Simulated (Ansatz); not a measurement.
# RbNbS3 (model cell, started as cubic perovskite with Nb in the octahedra): from the cell to its phonons

Task: relax RbNbS3 (model cell, started as cubic perovskite with Nb in the octahedra), then find its harmonic phonons.

Main program and level: Ansatz 0.2.0; DFT PBE, scalar-relativistic, plane waves, PAW; PAW set soft_1.

The structure was built from a prototype and need not be the compound's stable phase.

### Step 1. Starting point

Symmetry: Pm-3m, No. 221, cubic system. Conventional cell: a = 4.861 Å, b = 4.861 Å, c = 4.861 Å, α = 90.00°, β = 90.00°, γ = 90.00°. Rb has 12 S at 3.44 Å nearest. Nb has 6 S at 2.43 Å nearest. Nearest to S lie 2 Nb at 2.43 Å and 4 Rb at 3.44 Å. Farther neighbours and most contacts between anions are not listed.

### Step 2. Relaxation

The cell and atoms are relaxed, since residual forces and stress would shift the frequencies.

Contents of input.yaml:

```yaml
crystal:
  lattice:
    - [4.8608, 0.0, 0.0]
    - [0.0, 4.8608, 0.0]
    - [0.0, 0.0, 4.8608]
  atoms:
    - { symbol: Rb, position: [0.0, 0.0, 0.0] }
    - { symbol: Nb, position: [0.5, 0.5, 0.5] }
    - { symbol: S, position: [0.5, 0.5, 0.0] }
    - { symbol: S, position: [0.5, 0.0, 0.5] }
    - { symbol: S, position: [0.0, 0.5, 0.5] }
kpoints:
  mp_grid: { grid: [8, 8, 8] }
hamiltonian:
  xc: pbe
  pseudopotentials: { kind: paw, azcp: { folder: soft_1 } }
scf:
  occupations: { method: gaussian, width: 0.1 }
output:
  forces: true
  stress: true
  eigenvalues: true
relax:
  adjacent_minimum: "off"
  f_tol: 0.005
  max_steps: 80
  cell: { stress_tol: 0.05 }
```

Launch:

```console
$ ansatz run input.yaml --threads 4 --pin off --max-ram 16384MiB --backend cpu --events-out ev --progress --plain --runs-dir out
```

Numbers of over 12 decimals in the logs are rounded to 6 here.

Output:

```text
Engine: ansatz 0.2.0, aarch64-unknown-linux-gnu
Pseudopotentials: kind: paw
Pseudopotential: Rb, paw, valence charge 9, recommended cutoff 420 eV (normal), soft_1/Rb.paw.azcp
Pseudopotential: Nb, paw, valence charge 13, recommended cutoff 420 eV (normal), soft_1/Nb.paw.azcp
Pseudopotential: S, paw, valence charge 6, recommended cutoff 420 eV (normal), soft_1/S.paw.azcp
Functional definition: PBE
  parameter kappa = 0.804
  parameter beta = 0.066725
  exchange = pbe_x(kappa = kappa, mu = beta*pi^2/3)
  correlation = pbe_c(beta = beta)
Crystal: 5 atoms, lattice volume = 114.848 Å³
Basis set: ecut = 420 eV, 2205 PW (Γ), exchange–correlation on 72×72×72 points (8 copies of the dense FFT grid, shifted against one another)
Bands: 25, of which v1, the nominal top of the filled ones, is band 20 counted from 1 (19 counted from 0)
Symmetry: 48 space group operations
Space group: Pm-3m (ITA 221), of the structure as read, at distance tolerance 4.9e-5 Å
k-points: 35 of 512
Non-local potential: Rb, projectors of the file, l = 0: 3, l = 1: 2, l = 2: 2
Non-local potential: Nb, projectors of the file, l = 0: 3, l = 1: 2, l = 2: 2, l = 3: 1
Non-local potential: S, projectors of the file, l = 0: 2, l = 1: 2, l = 2: 1
PAW form: soft (Blöchl's): semilocal exchange-correlation on the pseudo side does not see the compensation charge
PAW one-centre angular grid: Rb, 110 points (default); XC on 64 Gauss nodes
PAW one-centre angular grid: Nb, 590 points (default); XC on 64 Gauss nodes
PAW one-centre angular grid: S, 110 points (default); XC on 64 Gauss nodes
Initial density: superposition of atomic densities (chi_scale 0.1, normalization cell, long waves kept (reshape's long-wave potential 0.00 eV rms))
Initial wavefunctions: pseudopotential atomic-orbital guess
Functional: x = pbe(κ = 0.804, μ = 0.219515), c = pbe(β = 0.066725)
SCF iter   1: F=—  HF=-10532.440817 eV  |F-HF|=—  |Δ(HF+E_count)|=         —  Δρ=5.72e-2  dr2=8.07e0  ethr=3.10e-3  ⟨swp⟩=6.8  Hψ=4698  notcnv=0
preconditioner: auto → Resta (q_TF=auto, 2.288 Å⁻¹)  ε∞=4.9  [insulator: Δε(μ)=0.484 eV  Ē_g=9.631 eV  σ=0.100 eV  W_gap=1.00  n_scr=26 (ndim 8)  ℏωp=19.0 eV  f_vac=0.000  D(μ)=0.00/eV (n_scr^D=0)  ε∞_Penn≈4.9]
SCF iter   2: F=—  HF=-10530.908450 eV  |F-HF|=—  |Δ(HF+E_count)|=    1.53e0  Δρ=2.66e-2  dr2=1.25e0  ethr=3.10e-3  ⟨swp⟩=3.0  Hψ=2149  notcnv=0  defer=30
preconditioner: auto → Kerker (q_TF=auto, 2.288 Å⁻¹)  [metal: Δε(μ)=0.036 eV  Ē_g=8.391 eV  σ=0.100 eV  W_gap=0.20  n_scr=26 (ndim 8)  ℏωp=19.0 eV  f_vac=0.000  D(μ)=4.98/eV (n_scr^D=32)]
SCF iter   3: F=—  HF=-10530.739621 eV  |F-HF|=—  |Δ(HF+E_count)|=   1.69e-1  Δρ=1.34e-2  dr2=2.80e-1  ethr=3.10e-3  ⟨swp⟩=2.1  Hψ=1229  notcnv=0  defer=30
SCF iter   4: F=—  HF=-10530.676556 eV  |F-HF|=—  |Δ(HF+E_count)|=   6.31e-2  Δρ=8.10e-3  dr2=1.69e-1  ethr=7.00e-4  ⟨swp⟩=2.4  Hψ=1669  notcnv=0  defer=25
SCF iter   5: F=—  HF=-10530.653526 eV  |F-HF|=—  |Δ(HF+E_count)|=   2.30e-2  Δρ=2.07e-3  dr2=1.35e-2  ethr=4.22e-4  ⟨swp⟩=2.1  Hψ=1307  notcnv=0  defer=24
SCF iter   6: F=—  HF=-10530.652378 eV  |F-HF|=—  |Δ(HF+E_count)|=   1.15e-3  Δρ=1.35e-3  dr2=5.36e-3  ethr=3.38e-5  ⟨swp⟩=2.0  Hψ=1210  notcnv=0  defer=22
SCF iter   7: F=—  HF=-10530.651682 eV  |F-HF|=—  |Δ(HF+E_count)|=   6.96e-4  Δρ=4.84e-4  dr2=6.80e-4  ethr=1.34e-5  ⟨swp⟩=1.0  Hψ=853  notcnv=0  defer=22
SCF iter   8: F=—  HF=-10530.651588 eV  |F-HF|=—  |Δ(HF+E_count)|=   9.39e-5  Δρ=3.68e-5  dr2=3.92e-6  ethr=1.70e-6  ⟨swp⟩=2.0  Hψ=958  notcnv=0  defer=22
SCF iter   9: F=—  HF=-10530.651591 eV  |F-HF|=—  |Δ(HF+E_count)|=   2.60e-6  Δρ=1.93e-5  dr2=7.69e-7  ethr=9.80e-9  ⟨swp⟩=2.9  Hψ=1599  notcnv=0  defer=22
SCF iter  10: F=-10530.651591 eV  HF=-10530.651591 eV  |F-HF|=8.03e-9  |Δ(HF+E_count)|=  5.18e-10  Δρ=3.10e-6  dr2=1.64e-8  ethr=2.50e-10  ⟨swp⟩=9.1  Hψ=4712  notcnv=0
SCF 1 converged in 10 iterations: F = -10530.651591 eV  dr2 = 1.64e-8
  greatest PAW one-centre occupation: 0.998 electrons in one spin orbital (limit 2), on the Nb atom at site 1 (counted from 0), in its partial waves of l = 0
relax step   1: F+E_penalty+E_count = -10530.65159061 eV  Δ(F+E_penalty+E_count) = +0.000e0 eV  max|allowed force component| = 1.595e-29 eV/Å  Δτ_max = 0.0000 Å  P = +2.005 GPa  Ω = 114.848 Å³  (10 SCF iters, dr2 threshold 1.00e-7 eV, accepted)
Crystal: 5 atoms, lattice volume = 118.185 Å³
Basis set: ecut = 420 eV, 2325 PW (Γ), exchange–correlation on 72×72×72 points (8 copies of the dense FFT grid, shifted against one another)
Initial density: handed on by an earlier stage of this run
Initial wavefunctions: those handed on with the density
iter 1 solved again at ethr=4.30e-6 eV; its pass at ethr=3.10e-3 eV (dr2=1.72e-3 eV) is discarded
SCF iter   1: F=—  HF=-10530.669304 eV  |F-HF|=—  |Δ(HF+E_count)|=         —  Δρ=1.22e-3  dr2=1.56e-3  ethr=4.30e-6  ⟨swp⟩=2.1  Hψ=5387  notcnv=0
preconditioner: auto → Kerker (q_TF=auto, 2.278 Å⁻¹)  [metal: Δε(μ)=0.088 eV  Ē_g=8.220 eV  σ=0.100 eV  W_gap=0.46  n_scr=26 (ndim 8)  ℏωp=18.7 eV  f_vac=0.008  D(μ)=1.98/eV (n_scr^D=6)]
SCF iter   2: F=—  HF=-10530.669045 eV  |F-HF|=—  |Δ(HF+E_count)|=   2.59e-4  Δρ=7.10e-4  dr2=5.57e-4  ethr=3.89e-6  ⟨swp⟩=1.0  Hψ=875  notcnv=0
SCF iter   3: F=—  HF=-10530.668966 eV  |F-HF|=—  |Δ(HF+E_count)|=   7.85e-5  Δρ=1.60e-4  dr2=4.32e-5  ethr=1.39e-6  ⟨swp⟩=2.2  Hψ=1381  notcnv=0
SCF iter   4: F=—  HF=-10530.668987 eV  |F-HF|=—  |Δ(HF+E_count)|=   2.12e-5  Δρ=4.61e-5  dr2=4.81e-6  ethr=1.08e-7  ⟨swp⟩=2.6  Hψ=1427  notcnv=0
SCF iter   5: F=—  HF=-10530.668989 eV  |F-HF|=—  |Δ(HF+E_count)|=   1.98e-6  Δρ=1.51e-5  dr2=6.02e-7  ethr=1.20e-8  ⟨swp⟩=2.0  Hψ=1391  notcnv=0
SCF iter   6: F=-10530.668990 eV  HF=-10530.668990 eV  |F-HF|=2.56e-8  |Δ(HF+E_count)|=   5.25e-7  Δρ=4.00e-6  dr2=5.83e-8  ethr=1.25e-9  ⟨swp⟩=6.7  Hψ=3720  notcnv=0
SCF 2 converged in 6 iterations: F = -10530.668990 eV  dr2 = 5.83e-8
relax step   2: F+E_penalty+E_count = -10530.66898982 eV  Δ(F+E_penalty+E_count) = -1.740e-2 eV  max|allowed force component| = 7.599e-30 eV/Å  Δτ_max = 0.0000 Å  P = -0.256 GPa  Ω = 118.185 Å³  energy of the carried Pulay correction = -2.177e-4 eV  (6 SCF iters, dr2 threshold 5.00e-7 eV, accepted)
Crystal: 5 atoms, lattice volume = 117.798 Å³
iter 1 solved again at ethr=6.64e-8 eV; its pass at ethr=3.10e-3 eV (dr2=2.65e-5 eV) is discarded
SCF iter   1: F=—  HF=-10530.669331 eV  |F-HF|=—  |Δ(HF+E_count)|=         —  Δρ=1.36e-4  dr2=1.78e-5  ethr=6.64e-8  ⟨swp⟩=3.1  Hψ=5019  notcnv=0
preconditioner: auto → Kerker (q_TF=auto, 2.279 Å⁻¹)  [metal: Δε(μ)=0.089 eV  Ē_g=8.233 eV  σ=0.100 eV  W_gap=0.46  n_scr=26 (ndim 8)  ℏωp=18.7 eV  f_vac=0.008  D(μ)=2.05/eV (n_scr^D=6)]
SCF iter   2: F=—  HF=-10530.669339 eV  |F-HF|=—  |Δ(HF+E_count)|=   7.86e-6  Δρ=7.95e-5  dr2=6.59e-6  ethr=4.45e-8  ⟨swp⟩=1.0  Hψ=875  notcnv=0
SCF iter   3: F=—  HF=-10530.669338 eV  |F-HF|=—  |Δ(HF+E_count)|=   1.11e-6  Δρ=1.69e-5  dr2=5.09e-7  ethr=1.65e-8  ⟨swp⟩=2.1  Hψ=1332  notcnv=0
iter 4 did not close the SCF: its close was put off for the readings that it lacked (scf_convergence_deferred on its scf_iter line)
SCF iter   4: F=-10530.669338 eV  HF=-10530.669338 eV  |F-HF|=1.34e-8  |Δ(HF+E_count)|=   1.69e-7  Δρ=3.41e-6  dr2=2.86e-8  ethr=1.27e-9  ⟨swp⟩=2.6  Hψ=1413  notcnv=0
iter 5 did not close the SCF: its close was put off for the readings that it lacked (scf_convergence_deferred on its scf_iter line)
SCF iter   5: F=-10530.669338 eV  HF=-10530.669338 eV  |F-HF|=5.61e-9  |Δ(HF+E_count)|=   1.80e-8  Δρ=1.45e-6  dr2=5.04e-9  ethr=7.16e-11  ⟨swp⟩=2.7  Hψ=1457  notcnv=0
SCF iter   6: F=-10530.669338 eV  HF=-10530.669338 eV  |F-HF|=5.46e-11  |Δ(HF+E_count)|=   7.40e-9  Δρ=3.15e-7  dr2=3.20e-10  ethr=1.26e-11  ⟨swp⟩=1.9  Hψ=2541  notcnv=0
SCF 3 converged in 6 iterations: F = -10530.669338 eV  dr2 = 3.20e-10
relax step   3: F+E_penalty+E_count = -10530.66933821 eV  Δ(F+E_penalty+E_count) = -3.484e-4 eV  max|allowed force component| = 3.482e-29 eV/Å  Δτ_max = 0.0000 Å  P = -0.011 GPa  Ω = 117.798 Å³  energy of the carried Pulay correction = -1.927e-4 eV  (6 SCF iters, dr2 threshold 1.63e-7 eV, accepted)
Initial wavefunctions: pseudopotential atomic-orbital guess (no wavefunctions were taken with the density)
iter 1 solved again at ethr=1.29e-6 eV; its pass at ethr=3.10e-3 eV (dr2=5.15e-4 eV) is discarded
SCF iter   1: F=—  HF=-10530.669490 eV  |F-HF|=—  |Δ(HF+E_count)|=         —  Δρ=4.35e-5  dr2=1.02e-7  ethr=1.29e-6  ⟨swp⟩=3.2  Hψ=6988  notcnv=0
eigensolver tolerance schedule: the retry pair's looser diagonalisation over-reported the residual by 5052.00 of it (diagonalisation noise at an unbounded share of the residual, at the tolerance the schedule requests for it); recorded, not acted on — ethr = c·dr2/N_el stays at c = 1.0e-1
SCF iter   2: F=—  HF=-10530.669525 eV  |F-HF|=—  |Δ(HF+E_count)|=   3.51e-5  Δρ=2.21e-5  dr2=2.66e-8  ethr=2.55e-10  ⟨swp⟩=3.6  Hψ=2152  notcnv=0
SCF iter   3: F=—  HF=-10530.669533 eV  |F-HF|=—  |Δ(HF+E_count)|=   8.27e-6  Δρ=1.54e-6  dr2=6.30e-10  ethr=6.64e-11  ⟨swp⟩=2.0  Hψ=1574  notcnv=0
SCF iter   4: F=—  HF=-10530.669533 eV  |F-HF|=—  |Δ(HF+E_count)|=   2.09e-8  Δρ=4.78e-7  dr2=2.22e-10  ethr=1.58e-12  ⟨swp⟩=2.3  Hψ=1407  notcnv=0
iter 5 did not close the SCF: its close was put off for the readings that it lacked (scf_convergence_deferred on its scf_iter line)
SCF iter   5: F=-10530.669533 eV  HF=-10530.669533 eV  |F-HF|=1.09e-11  |Δ(HF+E_count)|=  3.64e-11  Δρ=1.23e-7  dr2=2.36e-11  ethr=1.00e-12  ⟨swp⟩=1.0  Hψ=875  notcnv=0
SCF iter   6: F=-10530.669533 eV  HF=-10530.669533 eV  |F-HF|=5.46e-12  |Δ(HF+E_count)|=  1.82e-12  Δρ=1.71e-8  dr2=9.29e-13  ethr=1.00e-12  ⟨swp⟩=3.8  Hψ=3329  notcnv=0
SCF 4 converged in 6 iterations: F = -10530.669533 eV  dr2 = 9.29e-13
relax step   4: F+E_penalty+E_count = -10530.66953320 eV  Δ(F+E_penalty+E_count) = -1.950e-4 eV  max|allowed force component| = 2.403e-29 eV/Å  Δτ_max = 0.0000 Å  P = -0.011 GPa  Ω = 117.798 Å³  stress off target by 1.12e-2 GPa  SCF on the basis re-selected at this cell (its energy is not comparable with the rows above)  (6 SCF iters)
basis re-selected at this cell: Δ(F+E_penalty+E_count) = -1.950e-4 eV, ΔP = -0.000 GPa vs the last step (what re-selecting the basis moved, of the pressure what is left beyond the Pulay correction that the steps carried, after the strain that the cell walked since its last selection, with what the two solves' SCF thresholds leave and, on support functions, any second-order correction that the steps lacked; it is no m [...]
SCF converged after 6 iterations
Free energy (F): -10530.669533 eV
Harris-Foulkes:  -10530.669533 eV  (|F-HF|=5.46e-12)
Internal energy: -10530.659287 eV  (E = F + TS)
E sigma→0 (E₀):  -10530.664410 eV
Entropy (-TS):   -0.010246 eV (-2.049 meV/atom)
Fermi energy:    6.971914 eV
--- Per-component energies (eV) ---
  E_band       = -254.931709
  E_kinetic    = 868.757830
  E_local      = -2059.195443  (includes V_loc(G=0)·N_el)
  E_nonlocal   = 382.537307
  E_hartree    = 657.927146
  E_xc         = -556.496042
  E_vxc        = -577.838474  (∫ρ·V_xc dr)
  E_paw        = -7528.762988  (= ΣΔE_a)
  E_vpaw       = -185.047237  (= ΣTr[D̂ρ^β])
  E_aug_tail   = 0.000027  (compensation charges beyond the density's cutoff)
  E_ewald      = -2295.427123
  E_smearing   = -0.010246  (= −TS)
  E_closure    = 0.000000  (closes the sum)
  Σ components = -10530.669533   (vs F -10530.669533, Δ=0.00e0)
--- Forces (eV/Å), atoms counted from 1 ---
  atom   1  Rb    -0.00000000     0.00000000    -0.00000000
  atom   2  Nb    -0.00000000    -0.00000000    -0.00000000
  atom   3  S      0.00000000     0.00000000    -0.00000000
  atom   4  S      0.00000000    -0.00000000     0.00000000
  atom   5  S     -0.00000000     0.00000000     0.00000000
  max |Σ_I F_I| component: 2.71e-29 eV/Å
--- Stress (GPa, compression-positive) ---
       -0.011188       0.000000       0.000000
        0.000000      -0.011188       0.000000
        0.000000       0.000000      -0.011188
  P = ⅓ Tr σ = -0.0112 GPa (-0.112 kbar)
--- Band table (eV; the first three rows and the last of 35) ---
  k-point 0: bands = [... 16 lower, 5.8181, 6.3237, 6.3237, 6.3237, 6.5178, 6.5178, 6.5178, 8.2817, ... 1 higher]
  k-point 1: bands = [... 16 lower, 5.7343, 5.9881, 6.2763, 6.2763, 6.3321, 7.0857, 7.0857, 8.2896, ... 1 higher]
  k-point 2: bands = [... 16 lower, 5.2942, 5.5477, 6.2309, 6.2309, 6.3525, 7.8910, 7.8910, 8.3053, ... 1 higher]
  k-point 34: bands = [... 16 lower, 3.1064, 7.0810, 7.0810, 7.0810, 9.2873, 9.2873, 9.2873, 11.8765, ... 1 higher]
--- Relaxed structure (3 steps of the walk, 3 accepted, 1 SCFs on fresh bases) ---
  F+E_penalty+E_count = -10530.66953320 eV   max|allowed force component| = 2.403e-29 eV/Å   (the final SCF, on the basis selected at the relaxed cell)
  cell:  # Å, volume = 117.7980 Å³
    - [4.902068, 0, 0]
    - [0, 4.902068, 0.0]
    - [0, 0.0, 4.902068]
  atoms:
    - { symbol: Rb, position: [0, 0, 0] }
    - { symbol: Nb, position: [0.500000, 0.500000, 0.500000] }
    - { symbol: S, position: [0.500000, 0.500000, 0] }
    - { symbol: S, position: [0.500000, 0, 0.500000] }
    - { symbol: S, position: [0, 0.500000, 0.500000] }
```

It took 8.4 s on 4 threads of Arm Neoverse V2, shared host; peak memory 0.46 GiB.

Relaxation path:

```csv
step,energy less that of the first step (eV),largest force component (eV/Å),pressure (GPa),volume (Å³)
1,0.0000,0.0000,2.01,114.85
2,-0.0174,0.0000,-0.26,118.18
3,-0.0177,0.0000,-0.01,117.80
4*,-0.0179,0.0000,-0.01,117.80
```

Relaxation steps marked * repeat the geometry before them on a plane-wave basis chosen anew for their cell, so energy and pressure can jump there.

The run keeps the 48 symmetry operations that it works with, so distortions that break them were not tested.

```csv
"conventional cell, symmetrised",before,after,change
a (Å),4.861,4.902,+0.8 %
b (Å),4.861,4.902,+0.8 %
c (Å),4.861,4.902,+0.8 %
volume (Å³/atom),22.97,23.56,+2.6 %
```

The relaxed structure:

```xyz
5
Lattice="4.9021 0.0000 0.0000 0.0000 4.9021 0.0000 0.0000 0.0000 4.9021" Properties=species:S:1:pos:R:3 pbc="T T T"
Rb    0.0000    0.0000    0.0000
Nb    2.4510    2.4510    2.4510
S     2.4510    2.4510    0.0000
S     2.4510    0.0000    2.4510
S     0.0000    2.4510    2.4510
```

Numbers from this step:

```
pressure          : -0.01119 GPa
volume per atom   : 23.56 Å³
gap on the k-mesh : 0 eV
```

In this step the volume went from 22.97 to 23.56 Å³/atom.

### Step 3. Relaxing to small forces for the phonons

Phonons need a cell at rest on their own settings, so the relaxation is repeated with tight tolerances on forces and stress, using the mesh and the filling of the phonon run that follows.

input.yaml, the sections that differ from step 2:

```yaml
crystal:
  lattice:
    - [4.902068014, 0.0, 0.0]
    - [0.0, 4.902068014, 0.0]
    - [0.0, 0.0, 4.902068014]
  atoms:
    - { symbol: Rb, position: [0.0, 0.0, 0.0] }
    - { symbol: Nb, position: [0.5, 0.5, 0.5] }
    - { symbol: S, position: [0.5, 0.5, 0.0] }
    - { symbol: S, position: [0.5, 0.0, 0.5] }
    - { symbol: S, position: [0.0, 0.5, 0.5] }
scf:
  occupations: { method: methfessel_paxton, width: 0.2 }
relax:
  adjacent_minimum: "off"
  f_tol: 0.001
  max_steps: 60
  cell: { stress_tol: 0.01 }
# kpoints, hamiltonian, output: as in step 2
```

Output:

```text
[...]
Crystal: 5 atoms, lattice volume = 117.798 Å³
Basis set: ecut = 420 eV, 2325 PW (Γ), exchange–correlation on 72×72×72 points (8 copies of the dense FFT grid, shifted against one another)
Bands: 25, of which v1, the nominal top of the filled ones, is band 20 counted from 1 (19 counted from 0)
Symmetry: 48 space group operations
[...]
k-points: 35 of 512
[...]
--- Relaxed structure (2 steps of the walk, 2 accepted, 1 SCFs on fresh bases) ---
[...]
cell:  # Å, volume = 117.7687 Å³
    - [4.901662, 0, 0]
    - [0, 4.901662, 0.0]
    - [0, 0.0, 4.901662]
  atoms:
    - { symbol: Rb, position: [0, 0, 0] }
    - { symbol: Nb, position: [0.5, 0.5, 0.5] }
    - { symbol: S, position: [0.5, 0.5, 0] }
    - { symbol: S, position: [0.5, 0, 0.5] }
    - { symbol: S, position: [0, 0.5, 0.5] }
[key lines of the parts left out:]
SCF converged after 8 iterations
Free energy (F): -10530.663298 eV
Fermi energy:    6.973216 eV
P = ⅓ Tr σ = 0.0024 GPa (0.024 kbar)
```

Run time: 6.6 s. Hardware: 4 threads; peak memory 0.46 GiB.

Little changed from the start: no atom moved by 0.005 Å and no cell edge by 0.1 %.

Numbers from this step:

- pressure: 0.002422 GPa
- volume per atom: 23.55 Å³

The forces vanish by symmetry and the pressure is 0.002 GPa, within the tolerances set. The cell now holds 23.55 Å³/atom.

[end of part 1 of 2]

[Logs are printed without paths, hosts, clocks, repeated set-up lines and the standing remarks that a program may print on its own settings, such as how far it seeks lower states.]

[Hosts, paths, dates, database ids (printed as entryN), source tags and the programs' standing remarks are cut or masked in the printed files.]
